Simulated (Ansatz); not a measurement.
**CuI (Marshite, F-43m): phonons against volume**

Which modes of CuI (Marshite) drive its thermal expansion?

Calculated with Ansatz 0.2.0; DFT PBE, scalar-relativistic, plane waves, PAW.

The experiments to compare with:

For CuI, zinc blende (gamma) (solution-grown single crystal, (111) facets), “Determination of acoustic phonon anharmonicities via second-order Raman scattering in CuI” (2023, arxiv:2305.18931) gives, by X-ray diffraction: lattice constant a (cubic lattice constant) 6.053 ± 0.003 Å [measurement temperature not stated, presumably room temperature].

This is a report of a sequence of runs, with most program output left out.

The database entry behind the starting cell differs from later determinations by our own check (about 0.15 % long (mineral sample)), so it need not match the best structure at ambient conditions.

### Step 1. The structure

Symmetry: F-43m, No. 216, cubic system. Conventional cell: a = 6.063 Å, b = 6.063 Å, c = 6.063 Å, α = 90.00°, β = 90.00°, γ = 90.00°. Nearest to Cu lie 4 I at 2.63 Å. I has 4 Cu at 2.63 Å nearest. Farther neighbours and most contacts between anions are not listed.

### Step 2. A first coarse run

A cheap single point shows whether the cell is a metal or an insulator and how far it is from rest; that sets the k-mesh and the occupations of what follows.

File input.yaml:

```yaml
crystal:
  lattice:
    - [0.0, 3.0315, 3.0315]
    - [3.0315, 0.0, 3.0315]
    - [3.0315, 3.0315, 0.0]
  atoms:
    - { symbol: Cu, position: [0.25, 0.25, 0.25], spin: 1.0 }
    - { symbol: I, position: [0.0, 0.0, 0.0] }
kpoints:
  mp_grid: { grid: [6, 6, 6] }
hamiltonian:
  xc: pbe
scf:
  occupations: { method: gaussian, width: 0.1 }
  lower_state_search: "off"
output:
  forces: true
  stress: true
  eigenvalues: true
  populations: true
magnetization:
  spin_polarized: true
```

Command:

```bash
> ansatz run input.yaml --threads 4 --pin off --max-ram 8192MiB --backend cpu --events-out ev --progress --plain --runs-dir out
```

It took 3.1 s on 4 threads of Arm Neoverse V1, shared host; peak memory 0.36 GiB.

This step gave:

- pressure: 0.3333 GPa
- gap on the k-mesh: 1.121 eV
- volume per atom: 27.86 Å³
- gap by spin: 1.121, 1.121 eV

The start is under 0.33 GPa at this level and looks like an insulator or semiconductor on this mesh.

### Step 3. Relaxation

The vibrations must be taken about the equilibrium of this functional, not about the starting cell, so the structure is relaxed.

File input.yaml:

```yaml
crystal:
  lattice:
    - [0.0, 3.0315, 3.0315]
    - [3.0315, 0.0, 3.0315]
    - [3.0315, 3.0315, 0.0]
  atoms:
    - { symbol: Cu, position: [0.25, 0.25, 0.25] }
    - { symbol: I, position: [0.0, 0.0, 0.0] }
kpoints:
  mp_grid: { grid: [8, 8, 8] }
hamiltonian:
  xc: pbe
scf:
  occupations: { method: gaussian, width: 0.02 }
output:
  forces: true
  stress: true
  eigenvalues: true
relax:
  adjacent_minimum: "off"
  f_tol: 0.005
  max_steps: 80
  cell: { stress_tol: 0.05 }
```

It took 4.3 s on 4 threads; peak memory 0.39 GiB.

Relaxation path:

```
step  energy less that of the first step (eV)  largest force component (eV/Å)  pressure (GPa)  volume (Å³)
   1                                   0.0000                          0.0000            0.31        55.72
   2                                  -0.0003                          0.0000            0.02        56.13
  3*                                  -0.0004                          0.0000            0.02        56.13
```

Relaxation steps marked * repeat the geometry before them on a plane-wave basis chosen anew for their cell, so energy and pressure can jump there.

The run keeps the 24 symmetry operations that it works with, so distortions that break them were not tested.

```
conventional cell, symmetrised  before  after  change
                         a (Å)   6.063  6.078  +0.2 %
                         b (Å)   6.063  6.078  +0.2 %
                         c (Å)   6.063  6.078  +0.2 %
              volume (Å³/atom)   27.86  28.07  +0.7 %
```

Final coordinates:

```xyz
2
Lattice="0.0000 3.0390 3.0390 3.0390 0.0000 3.0390 3.0390 3.0390 0.0000" Properties=species:S:1:pos:R:3 pbc="T T T"
Cu    1.5195    1.5195    1.5195
I     0.0000    0.0000    0.0000
```

Numbers from this step:

- pressure: 0.01893 GPa
- gap on the k-mesh: 1.102 eV
- volume per atom: 28.07 Å³

The relaxation ends with a pressure of 0.02 GPa.

### Step 4. Relaxing to small residual forces and stress

The relaxation is repeated with tighter thresholds on force and stress, since phonons are sensitive to what is left; a change of mesh or smearing in the input moves the cell too.

input.yaml, the sections that differ from step 3:

```yaml
crystal:
  lattice:
    - [0.0, 3.0390033994, 3.0390033994]
    - [3.0390033994, 0.0, 3.0390033994]
    - [3.0390033994, 3.0390033994, 0.0]
  atoms:
    - { symbol: Cu, position: [0.25, 0.25, 0.25] }
    - { symbol: I, position: [0.0, 0.0, 0.0] }
scf:
  occupations: { method: fixed }
relax:
  adjacent_minimum: "off"
  f_tol: 0.001
  max_steps: 60
  cell: { stress_tol: 0.01 }
# kpoints, hamiltonian, output: as in step 3
```

Elapsed: 4.8 s, on 4 threads; peak memory 0.39 GiB.

Little changed from the start: no atom moved by 0.005 Å and no cell edge by 0.1 %.

This step gave:

| Quantity | Value |
| --- | --- |
| pressure | 0.001010 GPa |
| gap on the k-mesh | 1.101 eV |
| volume per atom | 28.08 Å³ |

The residual pressure is 0.0010 GPa, small enough for phonons.

### Step 5. Phonons, V/V0 1

Phonons at this volume give one point of F(V, T); meshes stay fixed along the series.

File input.yaml:

```yaml
crystal:
  lattice:
    - [0.0, 3.0394678709, 3.0394678709]
    - [3.0394678709, 0.0, 3.0394678709]
    - [3.0394678709, 3.0394678709, 0.0]
  atoms:
    - { symbol: Cu, position: [0.25, 0.25, 0.25] }
    - { symbol: I, position: [0.0, 0.0, 0.0] }
kpoints:
  mp_grid: { grid: [8, 8, 8] }
hamiltonian:
  xc: pbe
scf:
  occupations: { method: fixed }
output:
  eigenvalues: true
phonons:
  method: dfpt
  dielectric: true
  rigid_motions: translations
  qmesh: [4, 4, 4]
  temperatures: { t_max: 1000, t_step: 50 }
  qpath:
    path:
      - [[0.0, 0.0, 0.0], [-0.5, -0.5, 0.0], [-0.375, -0.375, 0.25]]
      - [[-0.375, 0.0, 0.375], [0.0, 0.0, 0.0], [0.0, 0.0, 0.5], [-0.5, -0.25, 0.25], [-0.5, -0.5, 0.0]]
    npoints: 10
```

It took 3.4 min on 4 threads; peak memory 1.6 GiB.

This step gave:

```
Γ frequencies                            : 0, 0, 0, 122.4, 122.4, 122.4 cm⁻¹ (negative: imaginary)
lowest frequency on the path             : 0 cm⁻¹
zero-point energy                        : 0.03584 eV/cell
point group                              : -43m
highest frequency                        : 139.1 cm⁻¹
Debye temperature from the second moment : 193 K
```

LO-TO term included. The phonon branches at the labelled points (cm⁻¹):

```
    point  branch 1  branch 2  branch 3  branch 4  branch 5  branch 6
        Γ         0         0         0       122       122       138
  halfway        41        41        75       127       127       137
        X        49        49       118       123       133       133
  halfway        49        54       117       121       132       135
        U        48        60       112       121       131       138
jump to K        48        60       112       121       131       138
  halfway        32        49        78       126       129       136
        Γ         0         0         0       122       122       138
  halfway        29        29        74       125       125       137
        L        37        37       104       127       127       134
  halfway        46        55       103       125       130       137
        W        58        58       114       115       134       138
  halfway        53        54       116       118       133       136
        X        49        49       118       123       133       133
```

Tetrahedra on 20 20 20, mean over bins of 2 cm⁻¹. Table of phonon density of states by wavenumber; read off at these points:

```
wavenumber (cm⁻¹)  phonon density of states (1/cm⁻¹/cell)
              1.0                                  1.0e-5
              5.0                                  1.7e-4
              9.0                                  8.2e-4
             13.0                                 0.00183
             15.0                                 0.00263
             19.0                                 0.00441
             23.0                                 0.00707
             27.0                                  0.0110
             31.0                                  0.0172
             35.0                                  0.0295
             39.0                                  0.0573
             43.0                                  0.0683
             45.0                                  0.0767
             49.0                                   0.109
             53.0                                  0.0743
             57.0                                  0.0742
             61.0                                 0.00984
             65.0                                 0.00396
             69.0                                 0.00485
             71.0                                 0.00546
             75.0                                 0.00665
             79.0                                 0.00844
             83.0                                  0.0105
             87.0                                  0.0133
             91.0                                  0.0173
             95.0                                  0.0231
             97.0                                  0.0273
            101.0                                  0.0492
            103.0                                  0.0566
            105.0                                  0.0332
            109.0                                  0.0249
            113.0                                  0.0149
            117.0                                 0.00816
            121.0                                  0.0363
            125.0                                   0.148
            127.0                                   0.305
            131.0                                   0.123
            135.0                                   0.136
            137.0                                   0.281
            139.0                                  0.0733
```

Harmonic. Thermo, by row:

```
T (K)  F_vib (meV/atom)  S (J/mol-atom/K)  C_V (J/mol-atom/K)
    0             17.92                 0                   0
   50             16.16             9.381               13.81
  100              7.96             21.68               20.94
  150             -5.71             30.63               23.01
  200            -23.41             37.38               23.82
  250            -44.22             42.74               24.22
  300            -67.55             47.18               24.43
  350            -93.01             50.96               24.57
  400            -120.3             54.24               24.65
  450            -149.2             57.15               24.71
  500            -179.5             59.76               24.76
  550            -211.1             62.12               24.79
  600            -243.8             64.28               24.81
  650            -277.6             66.27               24.83
  700            -312.5             68.11               24.85
  750            -348.2             69.82               24.86
  800            -384.8             71.42               24.87
  850            -422.2             72.93               24.88
  900            -460.4             74.36               24.89
  950            -499.3              75.7               24.89
 1000            -538.8             76.98               24.89
```

The modes has structure finer than the step of the table below, so its rows give means over 5 cm⁻¹, whole bins alone (the curve runs from -10 to 153 cm⁻¹). Peaks (cm⁻¹: height): Cu 49.5: 0.0475, 101.9: 0.0271, 127.5: 0.127, 136.7: 0.0769; I 48.5: 0.0465, 101.9: 0.0209, 127.5: 0.104, 136.7: 0.0988.

Phonopy on the run's constants, 17x17x17 mesh, Gaussian sigma 2.0 cm⁻¹. Table of modes by wavenumber; means over each step; values in 1/cm⁻¹/cell:

```
wavenumber (cm⁻¹)       Cu        I
               -5   5.6e-6   7.5e-6
                0   3.4e-5   6.5e-5
                5   1.1e-4   2.2e-4
               10   3.8e-4   7.4e-4
               15   9.8e-4  0.00183
               20  0.00192  0.00346
               25  0.00341  0.00574
               30  0.00633  0.00989
               35   0.0140   0.0199
               40   0.0254   0.0322
               45   0.0374   0.0413
               50   0.0456   0.0435
               55   0.0405   0.0328
               60   0.0242   0.0176
               65  0.00288  0.00313
               70  0.00222  0.00311
               75  0.00291  0.00380
               80  0.00402  0.00488
               85  0.00574  0.00638
               90  0.00813  0.00821
               95   0.0126   0.0113
              100   0.0225   0.0178
              105   0.0210   0.0169
              110   0.0125  0.00965
              115  0.00799  0.00545
              120   0.0180   0.0186
              125   0.0879   0.0724
              130   0.0939   0.0848
              135   0.0664   0.0824
              140   0.0306   0.0410
              145   5.6e-4   8.3e-4
              150        0        0
```

Born charge (rows field, columns displacement) (e), principal values of the symmetric part by kind of site:

```
atom  atoms with these values    low  middle   high   mean
 Cu1                        1   1.11    1.11   1.11   1.11
  I2                        1  -1.11   -1.11  -1.11  -1.11
```

In full for Cu1:

```
1.11 0.00 0.00
0.00 1.11 0.00
0.00 0.00 1.11
```

ε∞:

```
6.37 0.00 0.00
0.00 6.37 0.00
0.00 0.00 6.37
```

No LO-TO term. The modes at Γ (shares of kinetic energy by element, %):

```
mode  frequency (cm⁻¹)  symmetry  Cu %  I %
   1               0.0        T2    33   67
   2               0.0        T2    33   67
   3               0.0        T2    33   67
   4             122.4        T2    67   33
   5             122.4        T2    67   33
   6             122.4        T2    67   33
```

Displacements in mode 6 (122.4 cm⁻¹), the largest set to 1:
```
Cu1  1.00  0.00  0.00
I2  -0.50  0.00  0.00
```

No mode is imaginary beyond numerical noise at the solved wavevectors.

### Step 6. Single point at a scaled cell, V/V0 1.015

Symmetry fixes every atom, so a single point at the scaled cell gives the energy and pressure of this member.

The cell differs from the one that the last finished run ended in (a 4.298 → 4.320 Å, b 4.298 → 4.320 Å, c 4.298 → 4.320 Å).

input.yaml, the sections that differ from step 5:

```yaml
crystal:
  lattice:
    - [0.0, 3.0545898505, 3.0545898505]
    - [3.0545898505, 0.0, 3.0545898505]
    - [3.0545898505, 3.0545898505, 0.0]
  atoms:
    - { symbol: Cu, position: [0.25, 0.25, 0.25] }
    - { symbol: I, position: [0.0, 0.0, 0.0] }
output:
  forces: true
  stress: true
  eigenvalues: true
# kpoints, hamiltonian, scf: as in step 5
# phonons: removed
```

The job ended after 1.1 s (4 threads; peak memory 0.36 GiB; 3.6 s of CPU time).

This step gave:

```yaml
pressure: -0.5567 GPa
gap_on_the_k_mesh: 1.063 eV
volume_per_atom: 28.50 Å³
```

At this level the gap is 1.06 eV on the k-mesh of the self-consistent run, which can miss the band edges.

### Step 7. Lattice dynamics at this volume, V/V0 1.015

The same q-mesh and k-mesh are kept at every volume, so that much of their error can cancel in the differences.

input.yaml, the sections that differ from step 6:

```yaml
output:
  eigenvalues: true
phonons:
  method: dfpt
  dielectric: true
  rigid_motions: translations
  qmesh: [4, 4, 4]
  temperatures: { t_max: 1000, t_step: 50 }
  qpath:
    path:
      - [[0.0, 0.0, 0.0], [-0.5, -0.5, 0.0], [-0.375, -0.375, 0.25]]
      - [[-0.375, 0.0, 0.375], [0.0, 0.0, 0.0], [0.0, 0.0, 0.5], [-0.5, -0.25, 0.25], [-0.5, -0.5, 0.0]]
    npoints: 10
# crystal, kpoints, hamiltonian, scf: as in step 6
```

Wall time 3.2 min (4 threads); peak memory 1.7 GiB; 12 min of CPU time.

LO-TO term included. Phonon branches along the path, in cm⁻¹:

```
    point  branch 1  branch 2  branch 3  branch 4  branch 5  branch 6
        Γ         0         0         0       117       117       133
  halfway        41        41        73       121       121       133
        X        50        50       115       120       127       127
  halfway        49        54       113       117       126       130
        U        48        59       109       117       125       132
jump to K        48        59       109       117       125       132
  halfway        32        49        77       120       123       131
        Γ         0         0         0       117       117       133
  halfway        29        29        72       119       119       133
        L        38        38       102       121       121       130
  halfway        46        55       100       121       124       132
        W        58        58       110       112       128       132
  halfway        54        54       112       115       127       130
        X        50        50       115       120       127       127
```

No mode is imaginary beyond numerical noise at the solved wavevectors. The highest zone-centre mode (no LO–TO term) moved by -4.6 % for a volume change of +1.5 %.

### Step 8. Single point at a scaled cell, V/V0 0.985

input.yaml, the sections that differ from step 7:

```yaml
crystal:
  lattice:
    - [0.0, 3.0241939052, 3.0241939052]
    - [3.0241939052, 0.0, 3.0241939052]
    - [3.0241939052, 3.0241939052, 0.0]
  atoms:
    - { symbol: Cu, position: [0.25, 0.25, 0.25] }
    - { symbol: I, position: [0.0, 0.0, 0.0] }
output:
  forces: true
  stress: true
  eigenvalues: true
# kpoints, hamiltonian, scf: as in step 7
# phonons: removed
```

Wall time 1.1 s (4 threads); peak memory 0.36 GiB.

The run ends at a pressure of 0.61 GPa.

### Step 9. Lattice dynamics at this volume, V/V0 0.985

input.yaml, the sections that differ from step 8:

```yaml
output:
  eigenvalues: true
phonons:
  method: dfpt
  dielectric: true
  rigid_motions: translations
  qmesh: [4, 4, 4]
  temperatures: { t_max: 1000, t_step: 50 }
  qpath:
    path:
      - [[0.0, 0.0, 0.0], [-0.5, -0.5, 0.0], [-0.375, -0.375, 0.25]]
      - [[-0.375, 0.0, 0.375], [0.0, 0.0, 0.0], [0.0, 0.0, 0.5], [-0.5, -0.25, 0.25], [-0.5, -0.5, 0.0]]
    npoints: 10
# crystal, kpoints, hamiltonian, scf: as in step 8
```

It took 3.2 min on 4 threads; peak memory 1.6 GiB; 12 min of CPU time.

No mode is imaginary beyond numerical noise at the solved wavevectors. The highest zone-centre mode (no LO–TO term) moved by +4.7 % for a volume change of -1.5 %.

### Step 10. A cell at another volume, V/V0 1.03

The cell differs from the one that the last finished run ended in (a 4.277 → 4.341 Å, b 4.277 → 4.341 Å, c 4.277 → 4.341 Å).

input.yaml, the sections that differ from step 9:

```yaml
crystal:
  lattice:
    - [0.0, 3.0695635695, 3.0695635695]
    - [3.0695635695, 0.0, 3.0695635695]
    - [3.0695635695, 3.0695635695, 0.0]
  atoms:
    - { symbol: Cu, position: [0.25, 0.25, 0.25] }
    - { symbol: I, position: [0.0, 0.0, 0.0] }
output:
  forces: true
  stress: true
  eigenvalues: true
# kpoints, hamiltonian, scf: as in step 9
# phonons: removed
```

Run time: 1.1 s. Hardware: 4 threads; peak memory 0.36 GiB; 3.8 s of CPU time.

The run ends at a pressure of -1.06 GPa.

### Step 11. Lattice dynamics at this volume, V/V0 1.03

input.yaml, the sections that differ from step 10:

```yaml
output:
  eigenvalues: true
phonons:
  method: dfpt
  dielectric: true
  rigid_motions: translations
  qmesh: [4, 4, 4]
  temperatures: { t_max: 1000, t_step: 50 }
  qpath:
    path:
      - [[0.0, 0.0, 0.0], [-0.5, -0.5, 0.0], [-0.375, -0.375, 0.25]]
      - [[-0.375, 0.0, 0.375], [0.0, 0.0, 0.0], [0.0, 0.0, 0.5], [-0.5, -0.25, 0.25], [-0.5, -0.5, 0.0]]
    npoints: 10
# crystal, kpoints, hamiltonian, scf: as in step 10
```

Wall time 3.2 min (4 threads); peak memory 1.7 GiB; 12 min of CPU time.

No mode is imaginary beyond numerical noise at the solved wavevectors. The highest zone-centre mode (no LO–TO term) moved by -9.2 % for a volume change of +3.0 %.

(Part 1 of 2 ends here.)

[Logs are printed without paths, hosts, clocks, repeated set-up lines and the standing remarks that a program may print on its own settings, such as how far it seeks lower states.]

[Hosts, paths, dates, database ids (printed as entryN), source tags and the programs' standing remarks are cut or masked in the printed files.]

[A step with changed settings may run another functional than the one named; its input shows which.]

[Of the runs on displaced cells, only some may be shown.]
